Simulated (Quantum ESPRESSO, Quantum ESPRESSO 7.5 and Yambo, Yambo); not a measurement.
# A GW chain in Yambo: WS2 (Tungstenite)

Aim: the G0W0 gap of WS2 (Tungstenite) on PBE, step by step.

Calculated with Quantum ESPRESSO 7.5 and Yambo 5.3.0; PBE and many-body steps on it, plane waves.

### 1. The starting structure

It takes space group P6_3/mmc (No. 194, hexagonal). Conventional cell: a = 3.153 Å, b = 3.153 Å, c = 12.323 Å, α = 90.00°, β = 90.00°, γ = 120.00°. Nearest to W lie 6 S at 2.40 Å. Nearest to S lie 3 W at 2.40 Å. Farther neighbours and most contacts between anions are not listed.

Structure file:

```cif
data_structure
_symmetry_space_group_name_H-M 'P6_3/mmc'
_symmetry_Int_Tables_number 194
_cell_length_a 3.1532
_cell_length_b 3.1532
_cell_length_c 12.3230
_cell_angle_alpha 90.000
_cell_angle_beta 90.000
_cell_angle_gamma 120.000
_cell_volume 106.11
loop_
_atom_site_label
_atom_site_type_symbol
_atom_site_symmetry_multiplicity
_atom_site_Wyckoff_symbol
_atom_site_fract_x
_atom_site_fract_y
_atom_site_fract_z
_atom_site_occupancy
W1 W 2 c 0.33333 0.66667 0.25000 1
S1 S 4 f 0.33333 0.66667 0.62250 1
```

The cell and positions come from the Crystallography Open Database and are kept as given unless a step says otherwise. Spin-orbit coupling is left out unless a step names it.

### 2. Ground state

This step: Quantum ESPRESSO 7.5; DFT, PBE, plane waves, norm-conserving pseudopotentials.

The ground-state density comes first.

Input file pw.in:

```
&control
  calculation = 'scf'
  prefix = 'x'
  outdir = 'o'
  pseudo_dir = 'pseudo'
/
&system
  ibrav = 0
  nat = 6
  ntyp = 2
  ecutwfc = 62.0
  nbnd = 33
  force_symmorphic = .true.
/
&electrons
  conv_thr = 1e-10
  electron_maxstep = 80
  mixing_beta = 0.5
/
ATOMIC_SPECIES
  W 183.84 W.upf
  S 32.06 S.upf
CELL_PARAMETERS angstrom
  3.1532000000 0.0000000000 0.0000000000
  -1.5766000000 2.7307513032 0.0000000000
  0.0000000000 0.0000000000 12.3230000000
ATOMIC_POSITIONS crystal
  W 0.3333333333 0.6666666667 0.2500000000
  W 0.6666666667 0.3333333333 0.7500000000
  S 0.3333333333 0.6666666667 0.6225000000
  S 0.6666666667 0.3333333333 0.1225000000
  S 0.3333333333 0.6666666667 0.8775000000
  S 0.6666666667 0.3333333333 0.3775000000
K_POINTS automatic
  6 6 2 0 0 0
```

Launch:

```bash
$ OMP_NUM_THREADS=1 mpirun -n 4 pw.x -nk 4 -in pw.in > pw.out
```

What it wrote:

```text
Program PWSCF v.7.5 starts

     This program is part of the open-source Quantum ESPRESSO suite
     for quantum simulation of materials; please cite
         "P. Giannozzi et al., J. Phys.:Condens. Matter 21 395502 (2009);
         "P. Giannozzi et al., J. Phys.:Condens. Matter 29 465901 (2017);
         "P. Giannozzi et al., J. Chem. Phys. 152 154105 (2020);
     in publications or presentations arising from this work. More details at
     Message from routine setup:
     using ibrav=0 with symmetry is DISCOURAGED, use correct ibrav instead

     G-vector sticks info

     bravais-lattice index     =            0
     lattice parameter (alat)  =       5.9587  a.u.
     unit-cell volume          =     716.0556 (a.u.)^3
     number of atoms/cell      =            6
     number of atomic types    =            2
     number of electrons       =        52.00
     number of Kohn-Sham states=           33
     kinetic-energy cutoff     =      62.0000  Ry
     charge density cutoff     =     248.0000  Ry
     scf convergence threshold =      1.0E-10
     mixing beta               =       0.5000
     number of iterations used =            8  plain     mixing
     Exchange-correlation= PBE
                           (   1   4   3   4   0   0   0)

     celldm(1)=   5.958684  celldm(2)=   0.000000  celldm(3)=   0.000000
     celldm(4)=   0.000000  celldm(5)=   0.000000  celldm(6)=   0.000000

     crystal axes: (cart. coord. in units of alat)
               a(1) = (   1.000000   0.000000   0.000000 )
               a(2) = (  -0.500000   0.866025   0.000000 )
               a(3) = (   0.000000   0.000000   3.908093 )

     reciprocal axes: (cart. coord. in units 2 pi/alat)
               b(1) = (  1.000000  0.577350 -0.000000 )
               b(2) = (  0.000000  1.154701  0.000000 )
               b(3) = (  0.000000 -0.000000  0.255879 )
     Pseudo is Norm-conserving + core correction, Zval = 14.0
     Generated using ONCVPSP code by D. R. Hamann
     Using radial grid of 1396 points,  8 beta functions with:
     Pseudo is Norm-conserving + core correction, Zval =  6.0
     Generated using ONCVPSP code by D. R. Hamann
     Using radial grid of 1146 points,  6 beta functions with:
     W                14.00   183.84000     W ( 1.00)
     S                 6.00    32.06000     S ( 1.00)

     12 Sym. Ops., with inversion, found

   Cartesian axes

     site n.     atom                  positions (alat units)
         1        W      tau(   1) = (  -0.0000000   0.5773503   0.9770233  )
         2        W      tau(   2) = (   0.5000000   0.2886751   2.9310700  )
         3        S      tau(   3) = (  -0.0000000   0.5773503   2.4327881  )
         4        S      tau(   4) = (   0.5000000   0.2886751   0.4787414  )
         5        S      tau(   5) = (  -0.0000000   0.5773503   3.4293519  )
         6        S      tau(   6) = (   0.5000000   0.2886751   1.4753052  )

     number of k points=    14
                       cart. coord. in units 2pi/alat
        k(    1) = (   0.0000000   0.0000000   0.0000000), wk =   0.0277778
        k(    2) = (   0.0000000   0.0000000  -0.1279396), wk =   0.0277778
        k(    3) = (   0.0000000   0.1924501   0.0000000), wk =   0.1666667
        k(    4) = (   0.0000000   0.1924501  -0.1279396), wk =   0.1666667
        k(    5) = (   0.0000000   0.3849002   0.0000000), wk =   0.1666667
        k(    6) = (   0.0000000   0.3849002  -0.1279396), wk =   0.1666667
        k(    7) = (   0.0000000  -0.5773503   0.0000000), wk =   0.0833333
        k(    8) = (   0.0000000  -0.5773503  -0.1279396), wk =   0.0833333
        k(    9) = (   0.1666667   0.2886751   0.0000000), wk =   0.1666667
        k(   10) = (   0.1666667   0.2886751  -0.1279396), wk =   0.1666667
        k(   11) = (   0.1666667   0.4811252   0.0000000), wk =   0.3333333
        k(   12) = (   0.1666667   0.4811252  -0.1279396), wk =   0.3333333
        k(   13) = (   0.3333333   0.5773503   0.0000000), wk =   0.0555556
        k(   14) = (   0.3333333   0.5773503  -0.1279396), wk =   0.0555556

     Dense  grid:    47139 G-vectors     FFT dimensions: (  30,  30, 120)

     Initial potential from superposition of free atoms

     starting charge      51.9988, renormalised to      52.0000
     Starting wfcs are   36 randomized atomic wfcs

     per-process dynamical memory:    50.4 Mb

     Self-consistent Calculation

     iteration #  1     ecut=    62.00 Ry     beta= 0.50

     Threshold (ethr) on eigenvalues was too large:
     Diagonalizing with lowered threshold

     total energy              =    -392.02673760 Ry
     estimated scf accuracy    <       0.18030114 Ry

     iteration #  2     ecut=    62.00 Ry     beta= 0.50

     total energy              =    -392.04900791 Ry
     estimated scf accuracy    <       0.03146975 Ry

     iteration #  3     ecut=    62.00 Ry     beta= 0.50

     total energy              =    -392.05359287 Ry
     estimated scf accuracy    <       0.04224183 Ry

     iteration #  4     ecut=    62.00 Ry     beta= 0.50

     total energy              =    -392.05947129 Ry
     estimated scf accuracy    <       0.00130311 Ry

     iteration #  5     ecut=    62.00 Ry     beta= 0.50

     total energy              =    -392.05967567 Ry
     estimated scf accuracy    <       0.00068411 Ry

     iteration #  6     ecut=    62.00 Ry     beta= 0.50

     total energy              =    -392.05970292 Ry
     estimated scf accuracy    <       0.00032976 Ry

     iteration #  7     ecut=    62.00 Ry     beta= 0.50

     total energy              =    -392.05973369 Ry
     estimated scf accuracy    <       0.00000963 Ry

     iteration #  8     ecut=    62.00 Ry     beta= 0.50

     total energy              =    -392.05973848 Ry
     estimated scf accuracy    <       0.00000599 Ry

     iteration #  9     ecut=    62.00 Ry     beta= 0.50

     total energy              =    -392.05973840 Ry
     estimated scf accuracy    <       0.00000128 Ry

     iteration # 10     ecut=    62.00 Ry     beta= 0.50

     total energy              =    -392.05973857 Ry
     estimated scf accuracy    <       0.00000006 Ry

     iteration # 11     ecut=    62.00 Ry     beta= 0.50

     total energy              =    -392.05973860 Ry
     estimated scf accuracy    <       0.00000002 Ry

     iteration # 12     ecut=    62.00 Ry     beta= 0.50

     End of self-consistent calculation

          k = 0.0000 0.0000 0.0000 (  5885 PWs)   bands (ev):

   -62.8527 -62.8527 -27.1166 -27.1165 -26.9277 -26.9277 -26.9277 -26.9277
    -3.8728  -3.6412  -2.3295  -1.8908   4.1225   5.1760   7.9206   8.2932
     8.2932   8.3074   8.3074   9.5285   9.5285   9.5821   9.5821  10.2537
    10.5483  11.7694  14.0801  14.0810  14.0904  14.1302  14.1303  14.3161
    14.3173

          k = 0.0000 0.0000-0.1279 (  5986 PWs)   bands (ev):

   -62.8527 -62.8527 -27.1166 -27.1166 -26.9277 -26.9277 -26.9277 -26.9277
    -3.7699  -3.7699  -2.1012  -2.1012   4.5780   4.5780   8.3001   8.3001
     8.3001   8.3001   8.8704   8.8704   9.5552   9.5552   9.5552   9.5552
    11.4520  11.4520  14.0725  14.0725  14.0725  14.0726  14.2359  14.2359
    14.2359

          k = 0.0000 0.1925 0.0000 (  5929 PWs)   bands (ev):

   -62.8480 -62.8480 -27.0995 -27.0995 -27.0212 -27.0212 -26.9494 -26.9494
    -3.4151  -3.1855  -2.1331  -1.7458   4.6534   5.6893   7.2556   7.3179
     7.3270   8.2777   8.7157   8.7544   8.9009   8.9688   9.4446  10.3027
    10.5123  10.9299  13.3399  13.7766  13.9374  14.0124  14.0171  14.2434
    14.7359

          k = 0.0000 0.1925-0.1279 (  5944 PWs)   bands (ev):

     [... further k-points ...]

     highest occupied, lowest unoccupied level (ev):    11.7694   12.7500

!    total energy              =    -392.05973860 Ry
     estimated scf accuracy    <          8.8E-11 Ry

     The total energy is the sum of the following terms:
     one-electron contribution =    -161.87066472 Ry
     hartree contribution      =     102.40859182 Ry
     xc contribution           =     -91.90688186 Ry
     ewald contribution        =    -240.69078385 Ry

     convergence has been achieved in  12 iterations

     XML data file, charge density, pseudopotentials, collected wavefunctions

=------------------------------------------------------------------------------=
   JOB DONE.
=------------------------------------------------------------------------------=
```

Wall time 16 s (4 MPI ranks of Arm Neoverse V2, shared host); peak memory 0.39 GiB; 64 s of CPU time.

Numbers from this step:

```
total energy               : -5334.2445 eV
gap                        : 0.9806 eV
k of the valence top       : 0, 0, 0
k of the conduction bottom : 0.1667, 0.1667, 0
least direct gap           : 1.837 eV
```

The gap is indirect, with the least direct gap 0.86 eV higher.

### 3. Bands along the symmetry lines

The cheap functional maps the bands first; the places of the edges decide which points the dearer methods must see.

Input file pw.in:

```
&control
  calculation = 'bands'
  prefix = 'x'
  outdir = 'o'
  pseudo_dir = 'pseudo'
/
&system
  ibrav = 0
  nat = 6
  ntyp = 2
  ecutwfc = 62.0
  nbnd = 32
  force_symmorphic = .true.
/
&electrons
  conv_thr = 1e-9
  electron_maxstep = 80
  diago_full_acc = .true.
  diago_thr_init = 5e-6
/
ATOMIC_SPECIES
  W 183.84 W.upf
  S 32.06 S.upf
CELL_PARAMETERS angstrom
  3.1532000000 0.0000000000 0.0000000000
  -1.5766000000 2.7307513032 0.0000000000
  0.0000000000 0.0000000000 12.3230000000
ATOMIC_POSITIONS crystal
  W 0.3333333333 0.6666666667 0.2500000000
  W 0.6666666667 0.3333333333 0.7500000000
  S 0.3333333333 0.6666666667 0.6225000000
  S 0.6666666667 0.3333333333 0.1225000000
  S 0.3333333333 0.6666666667 0.8775000000
  S 0.6666666667 0.3333333333 0.3775000000
K_POINTS crystal
  75
  0.00000000 0.00000000 0.00000000 1
  0.06250000 0.00000000 0.00000000 1
  0.12500000 0.00000000 0.00000000 1
  0.18750000 0.00000000 0.00000000 1
  0.25000000 0.00000000 0.00000000 1
  0.31250000 0.00000000 0.00000000 1
  0.37500000 0.00000000 0.00000000 1
  0.43750000 0.00000000 0.00000000 1
  0.50000000 0.00000000 0.00000000 1
  0.47916667 0.04166667 0.00000000 1
  0.45833333 0.08333333 0.00000000 1
  0.43750000 0.12500000 0.00000000 1
  0.41666666 0.16666666 0.00000000 1
  0.39583333 0.20833333 0.00000000 1
  0.37500000 0.25000000 0.00000000 1
  0.35416666 0.29166666 0.00000000 1
  0.33333333 0.33333333 0.00000000 1
  0.29166666 0.29166666 0.00000000 1
  0.25000000 0.25000000 0.00000000 1
  0.20833333 0.20833333 0.00000000 1
  0.16666666 0.16666666 0.00000000 1
  0.12500000 0.12500000 0.00000000 1
  0.08333333 0.08333333 0.00000000 1
  0.04166667 0.04166667 0.00000000 1
  0.00000000 0.00000000 0.00000000 1
  0.00000000 0.00000000 0.06250000 1
  0.00000000 0.00000000 0.12500000 1
  0.00000000 0.00000000 0.18750000 1
  0.00000000 0.00000000 0.25000000 1
  0.00000000 0.00000000 0.31250000 1
  0.00000000 0.00000000 0.37500000 1
  0.00000000 0.00000000 0.43750000 1
  0.00000000 0.00000000 0.50000000 1
  0.06250000 0.00000000 0.50000000 1
  0.12500000 0.00000000 0.50000000 1
  0.18750000 0.00000000 0.50000000 1
  0.25000000 0.00000000 0.50000000 1
  0.31250000 0.00000000 0.50000000 1
  0.37500000 0.00000000 0.50000000 1
  0.43750000 0.00000000 0.50000000 1
  0.50000000 0.00000000 0.50000000 1
  0.47916667 0.04166667 0.50000000 1
  0.45833333 0.08333333 0.50000000 1
  0.43750000 0.12500000 0.50000000 1
  0.41666666 0.16666666 0.50000000 1
  0.39583333 0.20833333 0.50000000 1
  0.37500000 0.25000000 0.50000000 1
  0.35416666 0.29166666 0.50000000 1
  0.33333333 0.33333333 0.50000000 1
  0.29166666 0.29166666 0.50000000 1
  0.25000000 0.25000000 0.50000000 1
  0.20833333 0.20833333 0.50000000 1
  0.16666666 0.16666666 0.50000000 1
  0.12500000 0.12500000 0.50000000 1
  0.08333333 0.08333333 0.50000000 1
  0.04166667 0.04166667 0.50000000 1
  0.00000000 0.00000000 0.50000000 1
  0.50000000 0.00000000 0.50000000 1
  0.50000000 0.00000000 0.43750000 1
  0.50000000 0.00000000 0.37500000 1
  0.50000000 0.00000000 0.31250000 1
  0.50000000 0.00000000 0.25000000 1
  0.50000000 0.00000000 0.18750000 1
  0.50000000 0.00000000 0.12500000 1
  0.50000000 0.00000000 0.06250000 1
  0.50000000 -0.00000000 0.00000000 1
  0.33333333 0.33333333 0.50000000 1
  0.33333333 0.33333333 0.43750000 1
  0.33333333 0.33333333 0.37500000 1
  0.33333333 0.33333333 0.31250000 1
  0.33333333 0.33333333 0.25000000 1
  0.33333333 0.33333333 0.18750000 1
  0.33333333 0.33333333 0.12500000 1
  0.33333333 0.33333333 0.06250000 1
  0.33333333 0.33333333 0.00000000 1
```

What it wrote:

```text
[banner, memory and clock lines left out]
Program PWSCF v.7.5 starts

     Atomic positions and unit cell read from directory:
     o/x.save/

     Message from routine setup:
     using ibrav=0 with symmetry is DISCOURAGED, use correct ibrav instead

     G-vector sticks info

     bravais-lattice index     =            0
     lattice parameter (alat)  =       5.9587  a.u.
     unit-cell volume          =     716.0556 (a.u.)^3
     number of atoms/cell      =            6
     number of atomic types    =            2
     number of electrons       =        52.00
     number of Kohn-Sham states=           32
     kinetic-energy cutoff     =      62.0000  Ry
     charge density cutoff     =     248.0000  Ry
     Exchange-correlation= PBE
                           (   1   4   3   4   0   0   0)

     celldm(1)=   5.958684  celldm(2)=   0.000000  celldm(3)=   0.000000
     celldm(4)=   0.000000  celldm(5)=   0.000000  celldm(6)=   0.000000

     crystal axes: (cart. coord. in units of alat)
               a(1) = (   1.000000   0.000000   0.000000 )
               a(2) = (  -0.500000   0.866025   0.000000 )
               a(3) = (   0.000000   0.000000   3.908093 )

     reciprocal axes: (cart. coord. in units 2 pi/alat)
               b(1) = (  1.000000  0.577350 -0.000000 )
               b(2) = (  0.000000  1.154701  0.000000 )
               b(3) = (  0.000000 -0.000000  0.255879 )
     Pseudo is Norm-conserving + core correction, Zval = 14.0
     Generated using ONCVPSP code by D. R. Hamann
     Using radial grid of 1396 points,  8 beta functions with:
     Pseudo is Norm-conserving + core correction, Zval =  6.0
     Generated using ONCVPSP code by D. R. Hamann
     Using radial grid of 1146 points,  6 beta functions with:
     W                14.00   183.84000     W ( 1.00)
     S                 6.00    32.06000     S ( 1.00)

     12 Sym. Ops., with inversion, found

   Cartesian axes

     site n.     atom                  positions (alat units)
         1        W      tau(   1) = (  -0.0000000   0.5773503   0.9770233  )
         2        W      tau(   2) = (   0.5000000   0.2886751   2.9310700  )
         3        S      tau(   3) = (  -0.0000000   0.5773503   2.4327881  )
         4        S      tau(   4) = (   0.5000000   0.2886751   0.4787414  )
         5        S      tau(   5) = (  -0.0000000   0.5773503   3.4293519  )
         6        S      tau(   6) = (   0.5000000   0.2886751   1.4753052  )

     number of k points=    75
                       cart. coord. in units 2pi/alat
        k(    1) = (   0.0000000   0.0000000   0.0000000), wk =   0.0266667
        k(    2) = (   0.0625000   0.0360844   0.0000000), wk =   0.0266667
        k(    3) = (   0.1250000   0.0721688   0.0000000), wk =   0.0266667
[...]
[... 63 further rows ...]
        k(   74) = (   0.3333333   0.5773503   0.0159925), wk =   0.0266667
        k(   75) = (   0.3333333   0.5773503   0.0000000), wk =   0.0266667

     Dense  grid:    47139 G-vectors     FFT dimensions: (  30,  30, 120)

     The potential is recalculated from file :
     o/x.save/charge-density

     Starting wfcs are   36 randomized atomic wfcs

     Band Structure Calculation

     End of band structure calculation

          k = 0.0000 0.0000 0.0000 (  5885 PWs)   bands (ev):

   -62.8528 -62.8528 -27.1166 -27.1165 -26.9277 -26.9277 -26.9277 -26.9277
    -3.8728  -3.6412  -2.3295  -1.8908   4.1225   5.1760   7.9207   8.2931
     8.2931   8.3074   8.3074   9.5285   9.5285   9.5821   9.5821  10.2537
[...]
k = 0.0625 0.0361 0.0000 (  5925 PWs)   bands (ev):

[...]
k = 0.1250 0.0722 0.0000 (  5929 PWs)   bands (ev):

[...]
k = 0.3333 0.5774 0.0160 (  5862 PWs)   bands (ev):

[...]
k = 0.3333 0.5774 0.0000 (  5862 PWs)   bands (ev):

[...]
6.4371   6.6873   7.2171   7.2171   7.6297   7.6297   8.8322   8.8322
    11.0303  11.2375  13.0744  13.0744  13.8228  15.0511  15.1144  15.1144

     XML data file, pseudopotentials, collected wavefunctions
```

The job ended after 22 s (4 MPI ranks; peak memory 0.33 GiB; 87 s of CPU time).

Numbers from this step:

| Property | Result |
| --- | --- |
| gap | 0.9806 eV |
| k of the valence top | 0, 0, 0 |
| k of the conduction bottom | 0.1667, 0.1667, 0 |
| least direct gap | 1.837 eV |

The gap is 0.981 eV, as in the run before at this level.

Electronic bands along the path, in eV, zero at the top of the highest filled band:

| point | band 23 | band 24 | band 25 | band 26 | band 27 | band 28 | band 29 | band 30 |
| --- | --- | --- | --- | --- | --- | --- | --- | --- |
| Γ | -2.19 | -1.52 | -1.22 | 0.00 | 2.31 | 2.31 | 2.32 | 2.36 |
| halfway | -2.57 | -1.88 | -1.62 | -1.48 | 1.35 | 1.85 | 2.08 | 2.30 |
| M | -1.97 | -1.76 | -1.71 | -1.53 | 2.33 | 2.38 | 2.61 | 2.91 |
| halfway | -3.01 | -2.62 | -1.21 | -0.96 | 1.96 | 2.06 | 2.69 | 2.91 |
| K | -2.94 | -2.94 | -0.74 | -0.53 | 1.30 | 1.30 | 2.05 | 3.28 |
| halfway | -2.11 | -1.85 | -1.53 | -1.50 | 0.98 | 1.83 | 2.08 | 2.19 |
| Γ | -2.19 | -1.52 | -1.22 | 0.00 | 2.31 | 2.31 | 2.32 | 2.36 |
| halfway | -2.20 | -2.13 | -0.74 | -0.08 | 2.31 | 2.31 | 2.31 | 2.31 |
| A | -2.21 | -2.21 | -0.32 | -0.32 | 2.30 | 2.30 | 2.30 | 2.30 |
| halfway | -2.36 | -2.36 | -1.51 | -1.51 | 1.77 | 1.77 | 1.96 | 1.96 |
| L | -1.87 | -1.87 | -1.60 | -1.60 | 2.35 | 2.35 | 2.78 | 2.78 |
| halfway | -2.88 | -2.88 | -1.07 | -1.07 | 2.01 | 2.01 | 2.86 | 2.86 |
| H | -3.11 | -3.11 | -0.65 | -0.65 | 1.31 | 1.31 | 2.58 | 2.58 |
| halfway | -2.04 | -2.04 | -1.51 | -1.51 | 1.38 | 1.38 | 2.22 | 2.22 |
| A | -2.21 | -2.21 | -0.32 | -0.32 | 2.30 | 2.30 | 2.30 | 2.30 |
| jump to L | -1.87 | -1.87 | -1.60 | -1.60 | 2.35 | 2.35 | 2.78 | 2.78 |
| halfway | -1.94 | -1.79 | -1.67 | -1.55 | 2.34 | 2.37 | 2.67 | 2.88 |
| M | -1.97 | -1.76 | -1.71 | -1.53 | 2.33 | 2.38 | 2.61 | 2.91 |
| jump to H | -3.11 | -3.11 | -0.65 | -0.65 | 1.31 | 1.31 | 2.58 | 2.58 |
| halfway | -3.01 | -3.01 | -0.71 | -0.57 | 1.31 | 1.31 | 2.20 | 3.04 |
| K | -2.94 | -2.94 | -0.74 | -0.53 | 1.30 | 1.30 | 2.05 | 3.28 |

(Continued in part 2 of 3.)

[Paths, hosts, dates, memory and timing lines, banners, echoed tables and standing remarks are left out of the program output.]

[Logs are printed without paths, hosts, clocks, repeated set-up lines and the standing remarks that a program may print on its own settings, such as how far it seeks lower states.]

[Runs of the session that timed out or met a known fault of the program may be left out.]

[Hosts, paths, dates, database ids (printed as entryN), source tags and the programs' standing remarks are cut or masked in the printed files.]
